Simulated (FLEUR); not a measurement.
**GdSe: which magnetic order is lowest**

Aim: find out whether GdSe carries moments, and which collinear order costs least.

Calculated with FLEUR MaX-R8.1; LDA (VWN) with U = 4.02 eV, J = 0.7 eV on Gd f; all-electron FLAPW, Dirac cores, scalar-relativistic bands.

**1. The structure**

It takes space group Fm-3m (No. 225, cubic). Conventional cell: a = 5.771 Å, b = 5.771 Å, c = 5.771 Å, α = 90.00°, β = 90.00°, γ = 90.00°. Nearest to Gd lie 6 Se at 2.89 Å. Nearest to Se lie 6 Gd at 2.89 Å. Farther neighbours and most contacts between anions are not listed.

**2. Run 1 (ferro +)**

The parallel start comes first: it shows whether parallel moments hold. The U counters the self-interaction that shrinks the moments of a localised shell.

The file n_mmp_mat seeds the f occupations with whole cubic orbitals by Hund's first rule, so that the U acts from the first pass. inpgen writes inp.xml from crystal.txt; cutoffs, mixing, functional, smearing and local orbitals are then set in the file. The k list default-1 (kpts.xml, not shown) is a Γ-centred 6×6×6 mesh; where the ranks do not divide the number of points, some are split in two of half the weight.

Contents of inp.xml:

```
<?xml version="1.0" encoding="UTF-8" standalone="no"?>
<fleurInput fleurInputVersion="0.39">
   <comment>
      GdSe
   </comment>
   <calculationSetup>
      <cutoffs Kmax="3.6" Gmax="10.8" GmaxXC="10.8" numbands="0"/>
      <scfLoop itmax="130" minDistance="0.0001" maxIterBroyd="15" imix="Anderson" alpha="0.05" precondParam="0.0" spinf="2.0" sdNocoIR="T"/>
      <coreElectrons ctail="T" frcor="F" kcrel="0" coretail_lmax="0"/>
      <xcFunctional name="vwn" relativisticCorrections="F"/>
      <magnetism jspins="2"/>
      <soc l_soc="F" theta="0.0" phi="0.0" spav="F"/>
      <expertModes spex="0" secvar="F"/>
      <geometryOptimization l_f="F" forcealpha="1.0" forcemix="BFGS" epsdisp="0.00001" epsforce="0.00001"/>
      <ldaU l_linMix="F" mixParam="0.05" spinf="1.0"/>
   </calculationSetup>
   <cell>
      <bzIntegration valenceElectrons="34.0" mode="hist" fermiSmearingEnergy="0.00183747">
         <kPointListSelection listName="default-1"/>
         <xi:include xmlns:xi="http://www.w3.org/2001/XInclude" href="kpts.xml"> </xi:include>
      </bzIntegration>
      <xi:include xmlns:xi="http://www.w3.org/2001/XInclude" href="sym.xml"> </xi:include>
      <bulkLattice scale="1.0">
         <bravaisMatrix>
            <row-1>    0.0000000000000000     5.4528047325332993     5.4528047325332993</row-1>
            <row-2>    5.4528047325332993     0.0000000000000000     5.4528047325332993</row-2>
            <row-3>    5.4528047325332993     5.4528047325332993     0.0000000000000000</row-3>
         </bravaisMatrix>
      </bulkLattice>
   </cell>
   <atomSpecies>
      <species name="Gadolinium7.000" element="Gd" atomicNumber="64">
         <mtSphere radius="2.66" gridPoints="879" logIncrement="0.015"/>
         <atomicCutoffs lmax="10" lnonsphr="8"/>
         <electronConfig flipSpins="F">
            <coreConfig>(1s1/2) (2s1/2) (2p1/2) (2p3/2) (3s1/2) (3p1/2) (3p3/2) (4s1/2) (3d3/2) (3d5/2) (4p1/2) (4p3/2) (4d3/2) (4d5/2)</coreConfig>
            <valenceConfig>(5s1/2) (5p1/2) (5p3/2) (6s1/2) (4f5/2) (4f7/2) (5d3/2) (5d5/2)</valenceConfig>
            <stateOccupation state="(4f5/2)" spinUp="2.5" spinDown="0.5"/>
            <stateOccupation state="(4f7/2)" spinUp="4.0" spinDown="0.0"/>
            <stateOccupation state="(5d3/2)" spinUp="0.4" spinDown="0.0"/>
            <stateOccupation state="(5d5/2)" spinUp="0.6" spinDown="0.0"/>
         </electronConfig>
         <energyParameters s="6" p="6" d="5" f="4"/>
         <ldaU l="3" U="4.02" J="0.7" l_amf="F"/>
         <lo type="SCLO" l="0" n="5" eDeriv="0"/>
         <lo type="SCLO" l="1" n="5" eDeriv="0"/>
      </species>
      <species name="Selenium (Se)" element="Se" atomicNumber="34">
         <mtSphere radius="2.66" gridPoints="879" logIncrement="0.014"/>
         <atomicCutoffs lmax="10" lnonsphr="8"/>
         <electronConfig flipSpins="F">
            <coreConfig>(1s1/2) (2s1/2) (2p1/2) (2p3/2) (3s1/2) (3p1/2) (3p3/2)</coreConfig>
            <valenceConfig>(4s1/2) (3d3/2) (3d5/2) (4p1/2) (4p3/2)</valenceConfig>
            <stateOccupation state="(4p1/2)" spinUp="0.666667" spinDown="0.666667"/>
            <stateOccupation state="(4p3/2)" spinUp="1.333333" spinDown="1.333333"/>
         </electronConfig>
         <energyParameters s="4" p="4" d="3" f="4"/>
      </species>
   </atomSpecies>
   <atomGroups>
      <atomGroup species="Gadolinium7.000">
         <relPos label="                   1">.0000000000 .0000000000 .0000000000</relPos>
         <force calculate="T" relaxXYZ="TTT"/>
      </atomGroup>
      <atomGroup species="Selenium (Se)">
         <relPos label="                   2">1.000/2.000 1.000/2.000 1.000/2.000</relPos>
         <force calculate="T" relaxXYZ="TTT"/>
      </atomGroup>
   </atomGroups>
   <output dos="F" band="F" slice="F">
      <bandDOS minEnergy="-.5*Htr" maxEnergy="0.5*Htr" sigma="0.015" storeEVData="T"/>
      <plotting iplot="0" polar="F">
         <plot TwoD="T" vec1="  1.0  0.0  0.0" vec2="  0.0  1.0  0.0" vec3="  0.0  0.0  1.0" zero="  0.0  0.0  0.0" file="plot"/>
      </plotting>
      <moessbauerParams electricFieldGradient="F" isomerShift="F" coreHyperfine="F" valenceHyperfine="F"/>
   </output>
</fleurInput>
```

Contents of crystal.txt:

```
GdSe
&input film=F cartesian=F /
0.00000000000  2.88550000000  2.88550000000
2.88550000000  0.00000000000  2.88550000000
2.88550000000  2.88550000000  0.00000000000
1.8897261246
1.0 1.0 1.0

2
64 0.00000000000  0.00000000000  0.00000000000 : 7.000
34 0.50000000000  0.50000000000  0.50000000000

&kpt div1=6 div2=6 div3=6 gamma=T /
```

Command:

```
> OMP_NUM_THREADS=1 inpgen -f crystal.txt > inpgen.log  # inp.xml is then edited as shown
> OMP_NUM_THREADS=1 mpirun -n 4 fleur_MPI > fleur.log
```

Log:

```text
Welcome to FLEUR        (www.flapw.de)
      MaX-Release 8.1          (www.max-centre.eu)

 ========== k-point set info ==========
 Selected k-point list: default-1
 k-point list type: mesh
 6 x 6 x 6
 Number of k points: 16

 ------------Calculation Setup---------------------------
 Number of MPI-tasks      :            4
 Number of PE/node        :            4
 Number of OMP-threads    :            1
 k-points in parallel     :            4
 pe's per k-point         :            1
 No of k-point loops      :            4
 Eigenvalue solver        :       lapack
 Number of basis functions:          280
 Approximate size of matrices (H+S) per k-point:         0.001 GB
 --------------------------------------------------------
 Iteration:     1   Distance:      17.11619962 me/bohr^3
 Iteration:     2   Distance:      16.99929358 me/bohr^3
 Iteration:     3   Distance:      14.55640672 me/bohr^3
 Iteration:     4   Distance:       4.34764988 me/bohr^3
 Iteration:     5   Distance:       2.19052112 me/bohr^3
 Iteration:     6   Distance:       1.71635852 me/bohr^3
 Iteration:     7   Distance:       0.92012922 me/bohr^3
 Iteration:     8   Distance:       0.91990619 me/bohr^3
 Iteration:     9   Distance:       0.35030850 me/bohr^3
 Iteration:    10   Distance:       0.08474920 me/bohr^3
 Iteration:    11   Distance:       0.10850469 me/bohr^3
 Iteration:    12   Distance:       0.00833925 me/bohr^3
 Iteration:    13   Distance:       0.01238276 me/bohr^3
 Iteration:    14   Distance:       0.00217500 me/bohr^3
 Iteration:    15   Distance:       0.00162610 me/bohr^3
 Iteration:    16   Distance:       0.00123384 me/bohr^3
 Iteration:    17   Distance:       0.00078919 me/bohr^3
 Iteration:    18   Distance:       0.00022478 me/bohr^3
 Iteration:    19   Distance:       0.00009424 me/bohr^3

 ********************************************************************
 Run finished successfully
 Stop message:
   all done
 ********************************************************************

--- out.xml (last complete iteration) ---
<iteration numberForCurrentRun="   19" overallNumber="   19">
         [... left out ...]
         <bandgap value="0.0132352486" units="eV"/>
         <sumValenceSingleParticleEnergies value="-17.6017612465" units="Htr"/>
         <FermiEnergy value="0.3917958708" units="Htr"/>
         <valenceDensity>
            <mtCharges spin="1">
               <mtCharge atomType="1" total="11.4211509" s="1.0483000" p="2.9391964" d="0.4710786" f="6.9596562"/>
               <mtCharge atomType="2" total="7.6823772" s="0.8685562" p="1.7852829" d="5.0162380" f="0.0087524"/>
            </mtCharges>
            <mtCharges spin="2">
               <mtCharge atomType="1" total="4.4471048" s="1.0405969" p="2.9140165" d="0.3550232" f="0.1345423"/>
               <mtCharge atomType="2" total="7.7120748" s="0.8701900" p="1.8181822" d="5.0143558" f="0.0069615"/>
            </mtCharges>
            <spinDependentCharge spin="1" total="20.5117845" interstitial="1.4082564" mtSpheres="19.1035281"/>
            <spinDependentCharge spin="2" total="13.4882155" interstitial="1.3290358" mtSpheres="12.1591796"/>
            <totalCharge value="34.0000000000"/>
         </valenceDensity>
         [... left out ...]
         <allElectronCharges>
            <spinDependentCharge spin="1" total="52.5117845" interstitial="1.4082736" mtSpheres="51.1035110"/>
            <spinDependentCharge spin="2" total="45.4882155" interstitial="1.3290557" mtSpheres="44.1591598"/>
            <totalCharge value="97.9999999862"/>
         </allElectronCharges>
         <magneticMomentsInMTSpheres units="muBohr">
            <globalMagMoment atomType="1" vec="0.00000   0.00000   6.97405"/>
            <localMagMoment atomType="1" vec="0.00000   0.00000   6.97405"/>
            <globalMagMoment atomType="2" vec="0.00000   0.00000  -0.02970"/>
            <localMagMoment atomType="2" vec="0.00000   0.00000  -0.02970"/>
         </magneticMomentsInMTSpheres>
         <moessbauerParams unitsHFF="kG" unitsIS="e/bohr^3" unitsEFG="Htr/bohr^2">
         </moessbauerParams>
         <totalEnergy value="   -13700.2260832688" units="Htr">
            <sumOfEigenvalues value="    -8336.5603099291">
               <coreElectrons value="-8318.9585486825"/>
               <valenceElectrons value="-17.6017612465"/>
            </sumOfEigenvalues>
            <densityCoulombPotentialIntegral value="-22676.5774639407"/>
            <densityEffectivePotentialIntegral value="-23111.3470273872"/>
            <chargeDenXCDenIntegral value="-327.7910351652"/>
            <FockExchangeEnergyValence value="0.0000000000"/>
            <FockExchangeEnergyCore value="0.0000000000"/>
            <atomTypeDependentContributions atomType="1">
               <electronNucleiInteractionDifferentMTs value="13835.4650351134"/>
               <MadelungTerm value="-33.4049421090"/>
            </atomTypeDependentContributions>
            <atomTypeDependentContributions atomType="2">
               <electronNucleiInteractionDifferentMTs value="2930.9089184692"/>
               <MadelungTerm value="-9.5764617430"/>
            </atomTypeDependentContributions>
            <dftUCorrection value="-0.4223238432"/>
            <tkbTimesEntropy value="0.0002536995"/>
            <freeEnergy value="-13700.2263369683"/>
            <extrapolationTo0K value="-13700.2262101185"/>
         </totalEnergy>
         <ldaUDensityMatrix>
            <densityMatrixFor spin="1" atomType="1" uIndex="1" l="3" U="4.02000000" J="0.70000000">
               (+0.99490,+0.00000) (+0.00000,+0.00000) (+0.00000,+0.00000) (+0.00000,+0.00000) (+0.00130,+0.00000) (+0.00000,+0.00000) (+0.00000,+0.00000)
               (+0.00000,+0.00000) (+0.99276,+0.00000) (+0.00000,+0.00000) (+0.00000,+0.00000) (+0.00000,+0.00000) (+0.00046,+0.00000) (+0.00000,+0.00000)
               (+0.00000,+0.00000) (+0.00000,+0.00000) (+0.99422,+0.00000) (+0.00000,+0.00000) (+0.00000,+0.00000) (+0.00000,+0.00000) (+0.00130,+0.00000)
               (+0.00000,+0.00000) (+0.00000,+0.00000) (+0.00000,+0.00000) (+0.99591,+0.00000) (+0.00000,+0.00000) (+0.00000,+0.00000) (+0.00000,+0.00000)
               (+0.00130,+0.00000) (+0.00000,+0.00000) (+0.00000,+0.00000) (+0.00000,+0.00000) (+0.99422,+0.00000) (+0.00000,+0.00000) (+0.00000,+0.00000)
               (+0.00000,+0.00000) (+0.00046,+0.00000) (+0.00000,+0.00000) (+0.00000,+0.00000) (+0.00000,+0.00000) (+0.99276,+0.00000) (+0.00000,+0.00000)
               (+0.00000,+0.00000) (+0.00000,+0.00000) (+0.00130,+0.00000) (+0.00000,+0.00000) (+0.00000,+0.00000) (+0.00000,+0.00000) (+0.99490,+0.00000)
            </densityMatrixFor>
            <densityMatrixFor spin="2" atomType="1" uIndex="1" l="3" U="4.02000000" J="0.70000000">
               (+0.01929,+0.00000) (+0.00000,+0.00000) (+0.00000,+0.00000) (+0.00000,+0.00000) (+0.00798,+0.00000) (+0.00000,+0.00000) (+0.00000,+0.00000)
               (+0.00000,+0.00000) (+0.02007,+0.00000) (+0.00000,+0.00000) (+0.00000,+0.00000) (+0.00000,+0.00000) (-0.01108,+0.00000) (+0.00000,+0.00000)
               (+0.00000,+0.00000) (+0.00000,+0.00000) (+0.01517,+0.00000) (+0.00000,+0.00000) (+0.00000,+0.00000) (+0.00000,+0.00000) (+0.00798,+0.00000)
               (+0.00000,+0.00000) (+0.00000,+0.00000) (+0.00000,+0.00000) (+0.02548,+0.00000) (+0.00000,+0.00000) (+0.00000,+0.00000) (+0.00000,+0.00000)
               (+0.00798,+0.00000) (+0.00000,+0.00000) (+0.00000,+0.00000) (+0.00000,+0.00000) (+0.01517,+0.00000) (+0.00000,+0.00000) (+0.00000,+0.00000)
               (+0.00000,+0.00000) (-0.01108,+0.00000) (+0.00000,+0.00000) (+0.00000,+0.00000) (+0.00000,+0.00000) (+0.02007,+0.00000) (+0.00000,+0.00000)
               (+0.00000,+0.00000) (+0.00000,+0.00000) (+0.00798,+0.00000) (+0.00000,+0.00000) (+0.00000,+0.00000) (+0.00000,+0.00000) (+0.01929,+0.00000)
            </densityMatrixFor>
         </ldaUDensityMatrix>
         <ldaUDensityMatrixConvergence>
            <distance spin="1" distance="0.000000"/>
            <distance spin="2" distance="0.000002"/>
         </ldaUDensityMatrixConvergence>
         <densityConvergence units="me/bohr^3">
            <chargeDensity spin="1" distance="0.0000573124"/>
            <chargeDensity spin="2" distance="0.0000521909"/>
            <overallChargeDensity distance="0.0000942374"/>
            <spinDensity distance="0.0000560046"/>
         </densityConvergence>
      </iteration>
```

Wall time 8.1 s (4 MPI ranks of Intel Xeon 6975P-C (Granite Rapids), shared host); peak memory 0.23 GiB; 32 s of CPU time.

Numbers from this step:

```
free energy                                                       : -372802.1505 eV
program's band gap on this mesh (in a metal only a level spacing) : 0.01324 eV
magnetization                                                     : 7.024 μB
final state                                                       : ferromagnetic
largest moment                                                    : 6.974 μB
```

After 19 cycles the largest moment stands at 6.97 μB.

(Continued in part 2 of 2.)

[Logs and program files are shortened in this print: banners, set-up blocks, solver, clock and traceback lines can be left out without a mark of their own.]

[Logs are printed without paths, hosts, clocks, repeated set-up lines and the standing remarks that a program may print on its own settings, such as how far it seeks lower states.]

[Hosts, paths, dates, database ids (printed as entryN), source tags and the programs' standing remarks are cut or masked in the printed files.]

[Where a cell is said to come from a database of computed structures, the database is the Materials Project.]
